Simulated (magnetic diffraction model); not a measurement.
## Solving a magnetic structure from powder neutron data: YbMgH₃

Space group Pm-3m (no. 221), a = 3.6660 Å.

```csv
site,atom,x,y,z
1b,Yb,1/2,1/2,1/2
1a,Mg,0,0,0
3d,H,1/2,0,0
```

This is a made-up structure (elements placed in a structure type, unrelaxed), so the numbers test the method and describe no known phase.

Only Yb is taken to order (form factors of Yb3+); orders and moment sizes are assumed, and not adapted to the symmetry. Radiation: neutrons of λ = 2.52 Å, 3° to 80°; isotropic B of 0.31 Å² (Yb), 0.61 Å² (Mg) and 0.84 Å² (H). The intensities are simulated: I ∝ L Σ (|F_N|² + |F_M⊥|²) for unpolarised neutrons, with F_M = 2.695 fm/μB × Σ f(s) S exp(2πi Q·r) exp(−B s²) at Q = H ± k (one set where k and −k are equivalent), only the part normal to Q counting and L = 1/(sin²θ cos θ). For a modulated order the moment at position r is S exp(−2πi k·r) + c.c., with S = m/2 for a sine wave of amplitude m and S = m(u + iv)/2 for moments turning in a plane, u and v being orthogonal unit vectors in it; the phase factor of the sum at Q = H + k is then exp(2πi H·r). Form factors are spin-only for 3d ions and dipole or tabulated for f ions, scattering lengths are Sears's of 1992, and absorption is left out. A label names one of the reflections at its angle. The strongest nuclear line in the range is 100, and lines under 0.2 are left out.

Above the ordering temperature:

```csv
2θ (°),index,I
40.20,(1 0 0),23.9
58.16,(1 1 0),100.0
73.07,(1 1 1),1.5
```

Below it (cell unchanged):

```tsv
2θ (°)	I
13.16	10.2
26.49	2.5
40.20	23.9
42.48	2.1
48.80	1.9
54.55	0.6
58.16	100.0
59.92	1.0
65.01	0.9
69.90	1.5
73.07	1.5
```

**Question.** Check that the new lines index with k = (0 0 1/3), then choose among these models:
A. a sine wave with moments along [100] (amplitudes given), 2.2 μB on Yb
B. moments turning in the plane of [100] and [010], 2.2 μB on Yb
C. a sine wave with moments along [001] (amplitudes given), 2.2 μB on Yb
D. moments turning in the plane of [001] and [100], 2.2 μB on Yb

The new lines index as (0 0 1/3) at 13.16°, (0 0 2/3) at 26.49°, (1 0 1/3) at 42.48° and (1 0 2/3) at 48.80°, that is as H ± k with k = (0 0 1/3), one of 3 inequivalent arms of its star (k and −k counted as one), which a powder can't tell apart. Satellites come in pairs about each point of the reciprocal lattice.

Magnetic intensity, observed (below minus above) and for each model:

| 2θ (°) | index | observed | A | B | C | D |
| --- | --- | --- | --- | --- | --- | --- |
| 13.16 | (0 0 1/3) | 10.2 | 5.1 | 10.2 | <0.2 | 5.1 |
| 26.49 | (0 0 2/3) | 2.5 | 1.2 | 2.5 | <0.2 | 1.2 |
| 42.48 | (1 0 1/3) | 2.1 | 1.1 | 2.1 | 1.7 | 2.8 |
| 48.80 | (1 0 2/3) | 1.9 | 0.9 | 1.9 | 1.0 | 1.9 |
| 54.55 | (0 0 4/3) | 0.6 | 0.3 | 0.6 | <0.2 | 0.3 |
| 59.92 | (1 1 1/3) | 1.0 | 0.5 | 1.0 | 0.9 | 1.4 |
| 65.01 | (1 1 2/3) | 0.9 | 0.5 | 0.9 | 0.7 | 1.1 |
| 69.90 | (1 0 4/3) | 1.5 | 0.8 | 1.5 | 0.2 | 1.0 |

Model B matches. Model A has the same shape and would fit too with moments 1.41 times as large, so only the size of the moment sets it apart.

The structure used: k = (0 0 1/3), moments turning in the plane of [100] and [010], 2.2 μB on Yb.

[Logs are printed without paths, hosts, clocks, repeated set-up lines and the standing remarks that a program may print on its own settings, such as how far it seeks lower states.]
